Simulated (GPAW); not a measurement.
Consider Sn (Fd-3m).

```
Sn
1.0
     0.00000    3.23334    3.23334
     3.23334    0.00000    3.23334
     3.23334    3.23334    0.00000
Sn
2
Direct
  0.75000 0.75000 0.75000
  0.50000 0.50000 0.50000
```

Absorber: atom 1, with 4 Sn at 2.80 Å (tetrahedral, site symmetry -43m). Method: GPAW, revPBE, excited-electron core hole (neutral cell), 12-atom cell with 7.9 Å between holes, 3×3×3 k points, dipole transitions, Gaussian full width 8.49 eV.

The database entry behind the starting cell differs from later determinations by our own check (about 0.3 % short, nanocrystals), so it need not match the best structure at ambient conditions.

**Question.** What does the Sn K edge look like?

Main maxima up to 28 eV above the zero (height): 5.0 eV (1.20). A K edge sees empty p states on the absorber. 

The Sn K spectrum (energy from the lowest empty level; intensity scaled to a mean of 1 over the first 20 eV):

| E (eV) | intensity |
| --- | --- |
| -2.0 | 0.46 |
| -1.4 | 0.55 |
| -0.8 | 0.64 |
| -0.2 | 0.74 |
| 0.4 | 0.83 |
| 1.0 | 0.91 |
| 1.6 | 0.99 |
| 2.2 | 1.06 |
| 2.8 | 1.11 |
| 3.4 | 1.15 |
| 4.0 | 1.18 |
| 4.6 | 1.19 |
| 5.2 | 1.20 |
| 5.8 | 1.19 |
| 6.4 | 1.17 |
| 7.0 | 1.15 |
| 7.6 | 1.12 |
| 8.2 | 1.09 |
| 8.8 | 1.06 |
| 9.4 | 1.02 |
| 10.0 | 0.99 |
| 10.6 | 0.96 |
| 11.2 | 0.93 |
| 11.8 | 0.91 |
| 12.4 | 0.89 |
| 13.0 | 0.88 |
| 13.6 | 0.88 |
| 14.2 | 0.87 |
| 14.8 | 0.88 |
| 15.4 | 0.89 |
| 16.0 | 0.90 |
| 16.6 | 0.91 |
| 17.2 | 0.92 |
| 17.8 | 0.93 |
| 18.4 | 0.94 |
| 19.0 | 0.94 |
| 19.6 | 0.95 |
| 20.2 | 0.95 |
| 20.8 | 0.95 |
| 21.4 | 0.95 |
| 22.0 | 0.94 |
| 22.6 | 0.94 |
| 23.2 | 0.95 |
| 23.8 | 0.95 |
| 24.4 | 0.95 |
| 25.0 | 0.96 |
| 25.6 | 0.96 |
| 26.2 | 0.97 |
| 26.8 | 0.97 |
| 27.4 | 0.98 |
| 28.0 | 0.98 |
| 28.6 | 0.98 |
| 29.2 | 0.99 |
| 29.8 | 0.99 |
| 30.4 | 0.99 |
| 31.0 | 0.99 |
| 31.6 | 0.98 |

The script folds with a Gaussian, whereas the core hole's own line is a Lorentzian, so the onset is too steep and the first peak too high. Lifetime broadening is put in by hand, and intensities beyond about 20 eV depend on it and on the partial waves. The structure is a published determination, not relaxed.

[Banner, clock and machine lines of the logs are left out without a mark of their own.]

[Logs are printed without paths, hosts, clocks, repeated set-up lines and the standing remarks that a program may print on its own settings, such as how far it seeks lower states.]

[Hosts, paths, dates, database ids (printed as entryN), source tags and the programs' standing remarks are cut or masked in the printed files.]

[Lists of maxima count a maximum above −3 eV only where it reaches 4 % of the highest in the window and stands out from its surroundings by 2 % of it (1.5 % where it reaches 55 %); shoulders and weaker maxima are passed over, and of the rest the first, up to two pre-edge ones and the few strongest are named.]
